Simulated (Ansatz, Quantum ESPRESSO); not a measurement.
# Mode couplings of Pt (Fm-3m) in a second program, part 2 of 4

Each step names its level of theory.

So far. Step 2 (Relaxation): The largest force is now zero by symmetry and the largest stress component 0.0079 GPa. Step 3 (Ground state with pw.x): With these potentials, mesh and smearing the cell is at -0.81 GPa. The relaxed cell has a = 3.971 Å (conventional setting).

### 4. Phonons and couplings with ph.x: Fermi–Dirac smearing of 0.1 eV

Level of this step: DFT PBE, scalar-relativistic, plane waves, GBRV ultrasoft pseudopotentials (Quantum ESPRESSO).

ph.x gives each mode's frequency and linewidth; λ of a mode follows from Gaussian double-delta sums over the k mesh, here at four widths.

Input file ph.in:

```
phonons and couplings
 &inputph
    prefix='x',
    outdir='./tmp',
    tr2_ph=1.0d-15,
    fildyn='x.dyn',
    fildvscf='dvscf',
    ldisp=.true.,
    nq1=3,
    nq2=3,
    nq3=3,
    electron_phonon='simple',
    el_ph_ngauss=0,
    el_ph_sigma=0.00734986,
    el_ph_nsigma=4,
    alpha_mix(1)=0.5,
    amass(1)=195.084,
 /
```

Launch:

```bash
$ OMP_NUM_THREADS=1 mpirun -n 4 ph.x -nk 4 -in ph.in > ph.x.log
```

The program printed:

```text
[banner, memory and clock lines left out]
Program PHONON v.7.5

     ./tmp/x.save/

     IMPORTANT: XC functional enforced from input :
     Exchange-correlation= PBE
                           (   1   4   3   4   0   0   0)
     Any further DFT definition will be discarded
     Please, verify this is what you really want

     G-vector sticks info

     negative rho (up, down):  1.780E-01 0.000E+00
     Reading collected, re-writing distributed wavefunctions in ./tmp/

     Dynamical matrices for ( 3, 3, 3)  uniform grid of q-points
     (   4 q-points):
       N         xq(1)         xq(2)         xq(3)
       1   0.000000000   0.000000000   0.000000000
       2   0.235702260   0.235702260  -0.235702260
       3   0.471404521   0.000000000  -0.000000000
       4  -0.000000000  -0.471404521   0.471404521

     Number and degeneracy of irreps per q-point
       N         xq(1)         xq(2)         xq(3)   N irreps
       1   0.000000000   0.000000000   0.000000000       1
        3
       2   0.235702260   0.235702260  -0.235702260       2
        1   2
       3   0.471404521   0.000000000  -0.000000000       2
        1   2
       4  -0.000000000  -0.471404521   0.471404521       3
     No degeneracy

     Saving dvscf to file. Distribute only q points, not irreducible representations.

     Calculation of q =    0.0000000   0.0000000   0.0000000

     phonons and couplings

     bravais-lattice index     =            0
     lattice parameter (alat)  =       5.3058  a.u.
     unit-cell volume          =     105.6159 (a.u.)^3
     number of atoms/cell      =            1
     number of atomic types    =            1
     kinetic-energy cut-off    =      45.0000  Ry
     charge density cut-off    =     360.0000  Ry
     convergence threshold     =      1.0E-15
     beta                      =       0.5000
     number of iterations used =            4
     Exchange-correlation= PBE
                           (   1   4   3   4   0   0   0)

     celldm(1)=    5.30577  celldm(2)=    0.00000  celldm(3)=    0.00000
     celldm(4)=    0.00000  celldm(5)=    0.00000  celldm(6)=    0.00000

     crystal axes: (cart. coord. in units of alat)
               a(1) = (  0.0000  0.7071  0.7071 )
               a(2) = (  0.7071  0.0000  0.7071 )
               a(3) = (  0.7071  0.7071  0.0000 )

     reciprocal axes: (cart. coord. in units 2 pi/alat)
               b(1) = ( -0.7071  0.7071  0.7071 )
               b(2) = (  0.7071 -0.7071  0.7071 )
               b(3) = (  0.7071  0.7071 -0.7071 )

     Atoms inside the unit cell:

     Cartesian axes

     site n.  atom      mass           positions (alat units)
        1  Pt    195.0840   tau(    1) = (    0.00000    0.00000    0.00000  )

     Computing dynamical matrix for
                    q = (   0.0000000   0.0000000   0.0000000 )

     49 Sym.Ops. (with q -> -q+G )

     G cutoff =  256.7078  (  12051 G-vectors)     FFT grid: ( 36, 36, 36)
     G cutoff =  128.3539  (   4285 G-vectors)  smooth grid: ( 24, 24, 24)

     number of k points=    72  Fermi-Dirac smearing, width (Ry)=  0.0073

     PseudoPot. # 1 for Pt read from file:
     ./pseudo/Pt.upf
     Pseudo is Ultrasoft + core correction, Zval = 16.0
     Using radial grid of  985 points,  6 beta functions with:
                l(1) =   0
                l(2) =   0
                l(3) =   1
                l(4) =   1
                l(5) =   2
                l(6) =   2
     Q(r) pseudized with  8 coefficients,  rinner =    1.300   1.300   1.300
                                                       1.300   1.300

     Mode symmetry, O_h (m-3m)  point group:

     Atomic displacements:
     There are    1 irreducible representations

     Representation     1      3 modes -  To be done

     Alpha used in Ewald sum =   2.8000

     negative rho (up, down):  1.780E-01 0.000E+00

     Representation #   1 modes #   1   2   3

     Self-consistent Calculation

     Pert. #  1: Fermi energy shift (Ry) =    -3.1019E-25     5.0154E-37
     Pert. #  2: Fermi energy shift (Ry) =    -2.3695E-25    -2.1943E-37
     Pert. #  3: Fermi energy shift (Ry) =     6.0315E-26    -9.4040E-38

      thresh= 1.000E-02 alpha_mix =  0.500 |ddv_scf|^2 =  3.807E-06

     Pert. #  1: Fermi energy shift (Ry) =    -1.7233E-26     6.3673E-39
     Pert. #  2: Fermi energy shift (Ry) =    -9.4781E-26    -2.2041E-39
     Pert. #  3: Fermi energy shift (Ry) =     9.4781E-26     7.3468E-39

      thresh= 1.951E-04 alpha_mix =  0.500 |ddv_scf|^2 =  1.474E-07

     Pert. #  1: Fermi energy shift (Ry) =    -2.2403E-25    -1.8367E-40
     Pert. #  2: Fermi energy shift (Ry) =    -2.5849E-25    -2.4489E-40
     Pert. #  3: Fermi energy shift (Ry) =    -3.4466E-26     4.2857E-40

      thresh= 3.839E-05 alpha_mix =  0.500 |ddv_scf|^2 =  5.690E-09

     Pert. #  1: Fermi energy shift (Ry) =     5.1699E-26    -6.1224E-41
     Pert. #  2: Fermi energy shift (Ry) =     5.1699E-26     1.6837E-40
     Pert. #  3: Fermi energy shift (Ry) =    -1.1201E-25    -7.2703E-41

      thresh= 7.543E-06 alpha_mix =  0.500 |ddv_scf|^2 =  3.703E-11

     Pert. #  1: Fermi energy shift (Ry) =     2.2403E-25     7.6530E-42
     Pert. #  2: Fermi energy shift (Ry) =     1.7233E-26    -1.0523E-41
     Pert. #  3: Fermi energy shift (Ry) =    -3.0158E-26     3.8265E-42

      thresh= 6.085E-07 alpha_mix =  0.500 |ddv_scf|^2 =  8.637E-13

     Pert. #  1: Fermi energy shift (Ry) =     2.0680E-25     1.5306E-41
     Pert. #  2: Fermi energy shift (Ry) =    -3.5758E-25     2.0567E-41
     Pert. #  3: Fermi energy shift (Ry) =     1.7233E-25    -1.2436E-41

      thresh= 9.293E-08 alpha_mix =  0.500 |ddv_scf|^2 =  2.757E-14

     Pert. #  1: Fermi energy shift (Ry) =    -1.0340E-25     1.9132E-41
     Pert. #  2: Fermi energy shift (Ry) =    -1.8956E-25     3.5873E-41
     Pert. #  3: Fermi energy shift (Ry) =     1.3786E-25     4.7831E-42

      thresh= 1.660E-08 alpha_mix =  0.500 |ddv_scf|^2 =  1.350E-16

     End of self-consistent calculation

     Convergence has been achieved

     Number of q in the star =    1
     List of q in the star:
          1   0.000000000   0.000000000   0.000000000

     Diagonalizing the dynamical matrix

     q = (    0.000000000   0.000000000   0.000000000 )

 **************************************************************************
     freq (    1) =       0.084180 [THz] =       2.807928 [cm-1]
     freq (    2) =       0.084180 [THz] =       2.807928 [cm-1]
     freq (    3) =       0.084180 [THz] =       2.807928 [cm-1]
 **************************************************************************

     Mode symmetry, O_h (m-3m)  point group:

[...]
(   1   4   3   4   0   0   0)

     celldm(1)=   5.305766  celldm(2)=   0.000000  celldm(3)=   0.000000
     celldm(4)=   0.000000  celldm(5)=   0.000000  celldm(6)=   0.000000

     crystal axes: (cart. coord. in units of alat)
               a(1) = (   0.000000   0.707107   0.707107 )
               a(2) = (   0.707107   0.000000   0.707107 )
               a(3) = (   0.707107   0.707107   0.000000 )

     reciprocal axes: (cart. coord. in units 2 pi/alat)
               b(1) = ( -0.707107  0.707107  0.707107 )
               b(2) = (  0.707107 -0.707107  0.707107 )
               b(3) = (  0.707107  0.707107 -0.707107 )

     PseudoPot. # 1 for Pt read from file:
     ./pseudo/Pt.upf
     Pseudo is Ultrasoft + core correction, Zval = 16.0
     Using radial grid of  985 points,  6 beta functions with:
[...]
l(5) =   2
                l(6) =   2
     Q(r) pseudized with  8 coefficients,  rinner =    1.300   1.300   1.300
                                                       1.300   1.300

     atomic species   valence    mass     pseudopotential
     Pt               16.00   195.08400     Pt( 1.00)

     48 Sym. Ops., with inversion, found

   Cartesian axes

     site n.     atom                  positions (alat units)
         1        Pt     tau(   1) = (   0.0000000   0.0000000   0.0000000  )

     number of k points=  1020  Fermi-Dirac smearing, width (Ry)=  0.0073

     Number of k-points >= 100: set verbosity='high' to print them.

     Dense  grid:    12051 G-vectors     FFT dimensions: (  36,  36,  36)

     Smooth grid:     4285 G-vectors     FFT dimensions: (  24,  24,  24)

     The potential is recalculated from file :
     ./tmp/_ph0/x.q_4/x.save/charge-density

     negative rho (up, down):  1.780E-01 0.000E+00
     Starting wfcs are   12 atomic +    3 random wfcs

     Band Structure Calculation
     Davidson diagonalization with overlap

     ethr =  6.25E-11,  avg # of iterations = 16.3

     End of band structure calculation

     Number of k-points >= 100: set verbosity='high' to print the bands.

     the Fermi energy is    21.5036 ev

     Writing config to output data dir ./tmp/_ph0/x.q_4/x.save/ :
     XML data file

     phonons and couplings

     bravais-lattice index     =            0
     lattice parameter (alat)  =       5.3058  a.u.
     unit-cell volume          =     105.6159 (a.u.)^3
     number of atoms/cell      =            1
     number of atomic types    =            1
     kinetic-energy cut-off    =      45.0000  Ry
     charge density cut-off    =     360.0000  Ry
     convergence threshold     =      1.0E-15
     beta                      =       0.5000
     number of iterations used =            4
     Exchange-correlation= PBE
                           (   1   4   3   4   0   0   0)

     celldm(1)=    5.30577  celldm(2)=    0.00000  celldm(3)=    0.00000
     celldm(4)=    0.00000  celldm(5)=    0.00000  celldm(6)=    0.00000

     crystal axes: (cart. coord. in units of alat)
               a(1) = (  0.0000  0.7071  0.7071 )
               a(2) = (  0.7071  0.0000  0.7071 )
               a(3) = (  0.7071  0.7071  0.0000 )

     reciprocal axes: (cart. coord. in units 2 pi/alat)
               b(1) = ( -0.7071  0.7071  0.7071 )
               b(2) = (  0.7071 -0.7071  0.7071 )
               b(3) = (  0.7071  0.7071 -0.7071 )

     Atoms inside the unit cell:

     Cartesian axes

     site n.  atom      mass           positions (alat units)
        1  Pt    195.0840   tau(    1) = (    0.00000    0.00000    0.00000  )

     Computing dynamical matrix for
                    q = (  -0.0000000  -0.4714045   0.4714045 )

      4 Sym.Ops. (no q -> -q+G )

     G cutoff =  256.7078  (  12051 G-vectors)     FFT grid: ( 36, 36, 36)
     G cutoff =  128.3539  (   4285 G-vectors)  smooth grid: ( 24, 24, 24)

     number of k points=  1020  Fermi-Dirac smearing, width (Ry)=  0.0073

     PseudoPot. # 1 for Pt read from file:
     ./pseudo/Pt.upf
     Pseudo is Ultrasoft + core correction, Zval = 16.0
     Using radial grid of  985 points,  6 beta functions with:
                l(1) =   0
                l(2) =   0
                l(3) =   1
                l(4) =   1
                l(5) =   2
                l(6) =   2
     Q(r) pseudized with  8 coefficients,  rinner =    1.300   1.300   1.300
                                                       1.300   1.300

     Mode symmetry, C_2v (mm2)  point group:

     Atomic displacements:
     There are    3 irreducible representations

     Representation     1      1 modes -  To be done

     Representation     2      1 modes -  To be done

     Representation     3      1 modes -  To be done

     Alpha used in Ewald sum =   2.8000

     negative rho (up, down):  1.780E-01 0.000E+00

     Representation #   1 mode #   1

     Self-consistent Calculation

[...]
End of self-consistent calculation

     Convergence has been achieved

     Representation #   2 mode #   2

     Self-consistent Calculation

[...]
End of self-consistent calculation

     Convergence has been achieved

     Representation #   3 mode #   3

     Self-consistent Calculation

[...]
thresh= 1.930E-03 alpha_mix =  0.500 |ddv_scf|^2 =  2.841E-05

      thresh= 5.331E-04 alpha_mix =  0.500 |ddv_scf|^2 =  1.596E-07

      thresh= 3.995E-05 alpha_mix =  0.500 |ddv_scf|^2 =  2.914E-09

      thresh= 5.398E-06 alpha_mix =  0.500 |ddv_scf|^2 =  4.632E-11

      thresh= 6.806E-07 alpha_mix =  0.500 |ddv_scf|^2 =  3.368E-12

      thresh= 1.835E-07 alpha_mix =  0.500 |ddv_scf|^2 =  5.870E-14

      thresh= 2.423E-08 alpha_mix =  0.500 |ddv_scf|^2 =  4.052E-15

      thresh= 6.365E-09 alpha_mix =  0.500 |ddv_scf|^2 =  2.194E-16

     End of self-consistent calculation

     Convergence has been achieved

     Number of q in the star =   12
     List of q in the star:
[...]
5  -0.471404521   0.471404521   0.000000000
          6   0.471404521  -0.471404521   0.000000000
          7  -0.471404521  -0.471404521  -0.000000000
          8   0.000000000   0.471404521  -0.471404521
          9   0.471404521  -0.000000000  -0.471404521
         10   0.471404521  -0.000000000   0.471404521
         11  -0.471404521   0.000000000  -0.471404521
         12  -0.471404521  -0.000000000   0.471404521

     Diagonalizing the dynamical matrix

     q = (   -0.000000000  -0.471404521   0.471404521 )

 **************************************************************************
     freq (    1) =       2.982182 [THz] =      99.474878 [cm-1]
     freq (    2) =       4.358577 [THz] =     145.386485 [cm-1]
     freq (    3) =       4.481199 [THz] =     149.476716 [cm-1]
 **************************************************************************

     Mode symmetry, C_2v (mm2)  point group:

     freq (   1-   1) =         99.5  [cm-1]   --> B_1  D_3  S_3
     freq (   2-   2) =        145.4  [cm-1]   --> B_2  D_4  S_4
     freq (   3-   3) =        149.5  [cm-1]   --> A_1  D_1  S_1

     Gaussian Broadening:   0.007 Ry, ngauss=   0
     DOS = 14.601600 states/spin/Ry/Unit Cell at Ef= 21.490236 eV
     double delta at Ef =440.864295
[...]
Gaussian Broadening:   0.015 Ry, ngauss=   0
     DOS = 11.834425 states/spin/Ry/Unit Cell at Ef= 21.498619 eV
     double delta at Ef =246.976820
[...]
lambda(    2)=  0.0619   gamma=   13.29 GHz
     lambda(    3)=  0.0797   gamma=   18.08 GHz

     Gaussian Broadening:   0.022 Ry, ngauss=   0
     DOS = 10.915656 states/spin/Ry/Unit Cell at Ef= 21.509952 eV
     double delta at Ef =208.374250
     lambda(    1)=  0.1214   gamma=   11.25 GHz
     lambda(    2)=  0.0607   gamma=   12.02 GHz
     lambda(    3)=  0.0753   gamma=   15.76 GHz

     Gaussian Broadening:   0.029 Ry, ngauss=   0
     DOS = 10.266280 states/spin/Ry/Unit Cell at Ef= 21.522486 eV
     double delta at Ef =189.666449
     lambda(    1)=  0.1216   gamma=   10.60 GHz
     lambda(    2)=  0.0673   gamma=   12.53 GHz
     lambda(    3)=  0.0800   gamma=   15.74 GHz
```

It took 3.2 min on 4 MPI ranks of Intel Xeon Platinum 8559C (Emerald Rapids), shared host.

This step gave:

```
highest frequency, solved or plainly interpolated : 157.9 cm⁻¹
omega log against width                           : 12.56, 12.59, 12.62, 12.77 meV, at widths 0.1 to 0.4 eV
```

As ph.x prints them, no sum rule imposed; at the zone centre the sum is no linewidth. Double-delta sums:

```csv
q1,q2,q3,star,mode,omega (meV),"lambda_q, sigma 0.1 eV","lambda_q, sigma 0.2 eV","lambda_q, sigma 0.3 eV","lambda_q, sigma 0.4 eV",half width at sigma 0.2 (meV)
0,0,0,1,1,0.3481,0,0,0,0,8.27e-5
0,0,0,1,2,0.3481,0,0,0,0,8.27e-5
0,0,0,1,3,0.3481,0,0,0,0,8.27e-5
0,0,0.3333,8,1,8.683,0.2233,0.1608,0.151,0.1411,0.03313
0,0,0.3333,8,2,8.683,0.2233,0.1608,0.151,0.1411,0.03313
0,0,0.3333,8,3,19.53,0.0596,0.0503,0.0469,0.0446,0.0524
0,0.3333,0.3333,6,1,12.23,0.1458,0.0781,0.0781,0.0854,0.03193
0,0.3333,0.3333,6,2,12.23,0.1458,0.0781,0.0781,0.0854,0.03193
0,0.3333,0.3333,6,3,19.57,0.1091,0.0762,0.0745,0.0706,0.07974
0,0.3333,-0.3333,12,1,12.33,0.2441,0.1384,0.1214,0.1216,0.05753
0,0.3333,-0.3333,12,2,18.03,0.0852,0.0619,0.0607,0.0673,0.05496
0,0.3333,-0.3333,12,3,18.53,0.1171,0.0797,0.0753,0.08,0.07477
```

Mean over the q mesh without its centre; few wavevectors enter, so none of the widths can be taken as converged. Coupling constant λ, lambda against Gaussian width:

```csv
Gaussian width (eV),"coupling constant λ, lambda"
0.100,0.454
0.200,0.297
0.300,0.279
0.400,0.280
```

λ runs from 0.454 at 0.1 eV to 0.280 at 0.4 eV.

(Part 2 of 4 ends here.)

[Logs are printed without paths, hosts, clocks, repeated set-up lines and the standing remarks that a program may print on its own settings, such as how far it seeks lower states.]

[Hosts, paths, dates, database ids (printed as entryN), source tags and the programs' standing remarks are cut or masked in the printed files.]
